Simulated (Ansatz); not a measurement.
# ZnSb (Pbca): spin-orbit coupling beyond the local functionals

Wanted: gaps of ZnSb (Pbca) with and without spin-orbit coupling, with cost.

Calculated with Ansatz 0.2.0; density functionals with and without spin-orbit coupling, plane waves, PAW.

## Step 1: The starting structure

It takes space group Pbca (No. 61, orthorhombic). The conventional cell has a = 6.218 Å, b = 7.741 Å, c = 8.115 Å, α = 90.00°, β = 90.00°, γ = 90.00°. Nearest to Zn lie 4 Sb at 2.64 to 2.94 Å and 1 Zn at 2.82 Å. Nearest to Sb lie 4 Zn at 2.64 to 2.94 Å and 1 Sb at 2.81 Å. Farther neighbours, and contacts between anions beyond the nearest, are not listed.

The cell and positions come from the Crystallography Open Database and are kept as given unless a step says otherwise. The default PAW set here is soft_2. Its files were made with PBE.

## Step 2: HSE06, 2×2×2 mesh

This step: DFT, HSE06, plane waves, PAW.

File input.yaml:

```yaml
crystal:
  lattice:
    - [6.218, 0.0, 0.0]
    - [0.0, 7.741, 0.0]
    - [0.0, 0.0, 8.115]
  atoms:
    - { symbol: Zn, position: [0.4539, 0.1115, 0.8673] }
    - { symbol: Zn, position: [0.0461, 0.8885, 0.3673] }
    - { symbol: Zn, position: [0.9539, 0.3885, 0.1327] }
    - { symbol: Zn, position: [0.5461, 0.6115, 0.6327] }
    - { symbol: Zn, position: [0.5461, 0.8885, 0.1327] }
    - { symbol: Zn, position: [0.9539, 0.1115, 0.6327] }
    - { symbol: Zn, position: [0.0461, 0.6115, 0.8673] }
    - { symbol: Zn, position: [0.4539, 0.3885, 0.3673] }
    - { symbol: Sb, position: [0.142, 0.0841, 0.1083] }
    - { symbol: Sb, position: [0.358, 0.9159, 0.6083] }
    - { symbol: Sb, position: [0.642, 0.4159, 0.8917] }
    - { symbol: Sb, position: [0.858, 0.5841, 0.3917] }
    - { symbol: Sb, position: [0.858, 0.9159, 0.8917] }
    - { symbol: Sb, position: [0.642, 0.0841, 0.3917] }
    - { symbol: Sb, position: [0.358, 0.5841, 0.1083] }
    - { symbol: Sb, position: [0.142, 0.4159, 0.6083] }
kpoints:
  mp_grid: { grid: [2, 2, 2] }
  band_path:
    path:
      - [0.0, 0.0, 0.0]
      - [0.5, 0.0, 0.0]
      - [0.5, 0.5, 0.0]
      - [0.0, 0.5, 0.0]
      - [0.0, 0.0, 0.5]
      - [0.5, 0.0, 0.5]
      - [0.5, 0.5, 0.5]
      - [0.0, 0.5, 0.5]
      - [0.4, 0.0, 0.0]
      - [0.0, 0.0, 0.35]
      - [0.45, 0.0, 0.0]
    npoints: 1
hamiltonian:
  xc: hse06
scf:
  occupations: { method: fixed }
  n_extra_bands: 9
output:
  eigenvalues: true
```

Launch:

```bash
ansatz run input.yaml --threads 24 --pin off --max-ram 82944MiB --backend cuda --events-out ev --progress --plain --runs-dir out --devices 1 --max-vram 78GiB
```

Log:

```text
scf.n_extra_bands = 9 over 108 filled bands (N_el = 216.0): the run solves 117 bands
GPUs: using 1 of 1 available (devices: 1).
Engine: ansatz 0.2.0, aarch64-unknown-linux-gnu
Pseudopotentials: kind: paw
Pseudopotential: Zn, paw, valence charge 12, recommended cutoff 420 eV (normal), Zn.paw.azcp
Pseudopotential: Sb, paw, valence charge 15, recommended cutoff 420 eV (normal), Sb.paw.azcp
Functional definition: HSE06
  parameter a = 0.25
  parameter omega = 0.11/bohr
  exchange = pbe_x - a*pbe_x_sr(omega) + a*exact_x_sr(omega)
  correlation = pbe_c
davidson cushion auto → on  (no smearing: the cushion is to keep the highest requested band from converging to the state above it; pin scf.eigensolver.cushion to override)
[...]
Crystal: 16 atoms, lattice volume = 390.604 Å³
Basis set: ecut = 420 eV, 7639 PW (Γ)
Bands: 117, of which v1, the nominal top of the filled ones, is band 108 counted from 1 (107 counted from 0)
Symmetry: 8 space group operations
Space group: Pbca (ITA 61), of the structure as read, at distance tolerance 7.3e-5 Å
k-points: 8
Non-local potential: Zn, projectors of the file, l = 0: 2, l = 1: 2, l = 2: 3, l = 3: 1
Non-local potential: Sb, projectors of the file, l = 0: 2, l = 1: 2, l = 2: 2, l = 3: 2
PAW form: soft (Blöchl's): semilocal exchange-correlation on the pseudo side does not see the compensation charge
PAW frozen core: Zn, regenerated for the run's functional, and the local potential with it (the file was generated under x = pbe(κ = 0.804, μ = 0.219515), c = pbe(β = 0.066725))
PAW frozen core: Sb, regenerated for the run's functional, and the local potential with it (the file was generated under x = pbe(κ = 0.804, μ = 0.219515), c = pbe(β = 0.066725))
PAW one-centre angular grid: Zn, 590 points (default); XC on 64 Gauss nodes
PAW one-centre angular grid: Sb, 590 points (default); XC on 64 Gauss nodes
Initial density: superposition of atomic densities (neutral atoms: chi_scale 0, normalization atom), corrected by the library's trained network
Initial wavefunctions: pseudopotential atomic-orbital guess
[...]
Functional: x = pbe(κ = 0.804, μ = 0.219515), c = pbe(β = 0.066725), warm-up for x = pbe(κ = 0.804, μ = 0.219515) + 0.25 (exact − pbe) at short range (hse, ω = 0.207870 Å⁻¹), c = pbe(β = 0.066725); HSE06 as pw.x's `hse` composes it (authors' and Libxc's form: `xc: wpbeh`)
SCF iter   1: F=—  HF=-78427.732017 eV  |F-HF|=—  |Δ(HF+E_count)|=         —  Δρ=2.26e-3  dr2=1.34e-2  ethr=1.77e-3  ⟨swp⟩=9.4  Hψ=4074  notcnv=0
preconditioner: auto → none  [insulator: Δε(μ)=0.389 eV  Ē_g=8.026 eV  n_scr=100 (ndim 8)  ℏωp=21.9 eV  f_vac=0.007]
SCF iter   2: F=—  HF=-78427.736512 eV  |F-HF|=—  |Δ(HF+E_count)|=   4.50e-3  Δρ=1.48e-3  dr2=5.74e-3  ethr=6.19e-6  ⟨swp⟩=6.1  Hψ=3566  notcnv=0  defer=2
[...]
SCF iter   5: F=-78427.734698 eV  HF=-78427.734697 eV  |F-HF|=9.36e-7  |Δ(HF+E_count)|=   2.05e-5  Δρ=2.43e-5  dr2=1.33e-6  ethr=1.02e-8  ⟨swp⟩=3.9  Hψ=2794  notcnv=0
SCF 1 stopped early in 5 iterations: F = -78427.734698 eV  dr2 = 1.33e-6
  greatest PAW one-centre occupation: 0.995 electrons in one spin orbital (limit 2), on the Sb atom at site 10 (counted from 0), in its partial waves of l = 2
[...]
Exchange kernel: α = 0.2500, screened, ω = 0.2079 Å⁻¹, Wigner–Seitz truncation, v(0) = 1018.7086 eV·Å³, q-mesh 2×2×2, nearest image of the exchange supercell L = 12.44 Å, pair-density grid 30×36×40, without the augmentation charges, whose exchange is taken in its separable form by FFT convolution over the k-point mesh (sized by the pseudopotential files, 45×54×60 at the most), smooth part of the exact exchange by density-matrix convolution in up to 5.48 GiB of GPU memory as planned if the GPU has room (build and FFT work areas not counted)
Frozen-core exchange: fock
SCF iter   1: F=—  HF=-78462.438573 eV  |F-HF|=—  |Δ(HF+E_count)|=         —  Δρ=2.02e-2  dr2=8.26e-1  ethr=6.17e-9  ⟨swp⟩=11.2  Hψ=7657  notcnv=0
preconditioner: auto → none  [insulator: Δε(μ)=0.859 eV  Ē_g=10.241 eV  n_scr=100 (ndim 8)  ℏωp=21.9 eV  f_vac=0.007]
[...]
hybrid outer 1: dexx = +1.267e-1 eV, tail = 5.88e-4 eV
[...]
SCF 3 converged in 5 iterations: F = -78462.268867 eV  dr2 = 6.03e-8
hybrid outer 2: dexx = +1.224e-5 eV, tail = 3.68e-7 eV, Δε = 4.57e-3 eV (about 1.61e-4 eV left of the loop's levels)
[...]
--- Band table (eV; the first three rows and the last of 8) ---
  k-point 0: bands = ["-22.3982", "-22.3980", "-22.3930", "-22.3929", "-22.2854", "-22.2852", "-22.2850", "-22.2847", "-22.2678", "-22.2647", "-22.2638", "-22.2610", "-22.2126", "-22.2119", "-22.2117", "-22.2117", "-22.1962", "-22.1931", "-22.1911", "-22.1895", "-22.1870", "-22.1868", "-22.1867", "-22.1847", "-22.1840", "-22.1834", "-22.1825", "-22.1821", "-22.1817", "-22.1778", "-22.1734", "-22.1717", "-22.1692", "- [...]
  k-point 1: bands = ["-22.3956", "-22.3956", "-22.3956", "-22.3956", "-22.2853", "-22.2853", "-22.2848", "-22.2848", "-22.2659", "-22.2659", "-22.2630", "-22.2630", "-22.2121", "-22.2121", "-22.2118", "-22.2118", "-22.1939", "-22.1939", "-22.1912", "-22.1912", "-22.1865", "-22.1865", "-22.1844", "-22.1844", "-22.1844", "-22.1844", "-22.1840", "-22.1840", "-22.1770", "-22.1770", "-22.1750", "-22.1750", "-22.1681", "- [...]
  k-point 2: bands = ["-22.3981", "-22.3981", "-22.3930", "-22.3930", "-22.2852", "-22.2852", "-22.2850", "-22.2850", "-22.2663", "-22.2663", "-22.2624", "-22.2624", "-22.2123", "-22.2123", "-22.2117", "-22.2117", "-22.1946", "-22.1946", "-22.1899", "-22.1899", "-22.1873", "-22.1873", "-22.1853", "-22.1853", "-22.1847", "-22.1847", "-22.1816", "-22.1816", "-22.1798", "-22.1798", "-22.1725", "-22.1725", "-22.1685", "- [...]
  k-point 7: bands = ["-22.3954", "-22.3954", "-22.3954", "-22.3954", "-22.2852", "-22.2852", "-22.2852", "-22.2852", "-22.2642", "-22.2642", "-22.2642", "-22.2642", "-22.2119", "-22.2119", "-22.2119", "-22.2119", "-22.1925", "-22.1925", "-22.1925", "-22.1925", "-22.1848", "-22.1848", "-22.1848", "-22.1848", "-22.1847", "-22.1847", "-22.1847", "-22.1847", "-22.1763", "-22.1763", "-22.1763", "-22.1763", "-22.1679", "- [...]
```

The job ended after 18 s (1 × NVIDIA GB200 (shared by 2 runs) with 24 threads of Arm Neoverse V2, shared host; peak memory 2.2 GiB; 2.6 min of CPU time).

Read from the output:

```
gap                     : 0.6740 eV
valence top at          : k = (0.450, 0.000, 0.000)
conduction bottom at    : k = (0.000, 0.000, 0.350)
least direct gap        : 1.090 eV
exact-exchange fraction : 0.25
```

The gap is indirect, with the least direct gap 0.42 eV higher.

## Step 3: HSE06+SOC, 2×2×2 mesh

The many-body steps leave out spin-orbit coupling, so its effect is taken from a two-component run, with twice the bands.

This step: DFT, HSE06 with spin-orbit coupling, plane waves, PAW.

input.yaml, as its differences from that of step 2:

```diff
@@ -41,4 +41,7 @@
 scf:
-  occupations: { method: fixed }
-  n_extra_bands: 9
+  occupations: { method: fermi_dirac, width: 0.02 }
+  n_extra_bands: 18
+magnetization:
+  noncollinear: true
+  spin_orbit: true
 output:
```

Log:

```text
[...]
GPUs: using 1 of 1 available (devices: 1).
[...]
non-collinear run that drives no moment, with spin-orbit: no starting moment large enough to seed its density (crystal.atoms[].spin), no starting occupations that ask for one, no magnetisation constraint and no magnetic field, so the semilocal B_xc is pinned to zero
[...]
Crystal: 16 atoms, lattice volume = 390.604 Å³
Basis set: ecut = 420 eV, 7639 PW (Γ)
Bands: 234, of which v1, the nominal top of the filled ones, is band 216 counted from 1 (215 counted from 0)
Symmetry: 8 space group operations + 8 with time reversal
[...]
k-points: 8
Projection manifold: j_resolved (fully-relativistic pseudo-atomic orbitals)
[...]
iter 1 solved again at ethr=8.12e-4 eV; its pass at ethr=1.00e-1 eV (dr2=1.75e0 eV) is discarded
[...]
SCF iter   2: F=—  HF=-78447.593035 eV  |F-HF|=—  |Δ(HF+E_count)|=   2.21e-1  Δρ=1.61e-2  dr2=7.03e-1  dr2_m=0.00e0 (ungated)  ethr=7.97e-4  |M|=0.00e0 ∫|m|=0.00e0 μB  |m|>n=0.0e0 m-floor=0.0e0 τ_xc=0.0e0  β_m=0.53  ⟨swp⟩=2.2  Hψ=3746  notcnv=0  defer=1
[...]
SCF iter   7: F=-78447.561562 eV  HF=-78447.561564 eV  |F-HF|=1.74e-6  |Δ(HF+E_count)|=   8.62e-7  Δρ=4.59e-5  dr2=6.47e-6  dr2_m=0.00e0 (ungated)  ethr=5.12e-8  |M|=0.00e0 ∫|m|=0.00e0 μB  |m|>n=0.0e0 m-floor=0.0e0 τ_xc=0.0e0  ⟨swp⟩=3.0  Hψ=3988  notcnv=0
SCF 1 stopped early in 7 iterations: F = -78447.561562 eV  dr2 = 6.47e-6
[...]
Projection manifold: j_resolved (fully-relativistic pseudo-atomic orbitals)
[...]
hybrid outer 1: dexx = +1.265e-1 eV, tail = 5.90e-4 eV
[...]
SCF 3 converged in 5 iterations: F = -78441.412527 eV  dr2 = 4.52e-8
[...]
```

Run time: 77 s. Hardware: 1 × NVIDIA GB200 (shared by 2 runs) with 24 threads; peak memory 5.1 GiB; 17 min of CPU time.

Numbers from this step:

* gap: 0.6526 eV
* valence top at: k = (0.450, 0.000, 0.000)
* conduction bottom at: k = (0.000, 0.000, 0.350)
* least direct gap: 1.067 eV
* exact-exchange fraction: 0.25

The gap stands −0.02 eV against HSE06.

## Step 4: Together

Times are wall times on 1 × NVIDIA GB200 (shared by 2 runs) with 24 threads of Arm Neoverse V2, shared host, good to a factor of about two.

```tsv
level	gap (eV)	with coupling (eV)	change (eV)	time	with coupling
HSE06	0.67	0.65	−0.02	18 s	77 s
```

## Step 5: Results

| Item | Value |
| --- | --- |
| HSE06 | 0.67 eV |
| HSE06+SOC | 0.65 eV |

What this shows: Spin-orbit coupling changes the gap by −0.02 eV and the least direct gap by −0.02 eV.

[Long decimals in the printed logs are rounded to 6 places.]

[Logs are printed without paths, hosts, clocks, repeated set-up lines and the standing remarks that a program may print on its own settings, such as how far it seeks lower states.]

[Paths, hosts, dates, memory and timing lines, banners, echoed tables and standing remarks are left out of the program output; an Ansatz launch command may be rebuilt from the run's recorded settings. Measured values are a selection of at most five: reports struck by readers or far from the other reports are left out. None is set beside runs whose start may be inverted or whose files or cutoffs have a known fault.]

[Runs of the session that timed out or met a known fault of the program may be left out.]

[Cells called generated may have been cut or substituted from an entry of the Crystallography Open Database or the Materials Project.]

[Hosts, paths, dates, database ids (printed as entryN), source tags and the programs' standing remarks are cut or masked in the printed files.]

[Where the starting crystal was built by hand or by swapping elements, it need not be the compound's stable phase.]
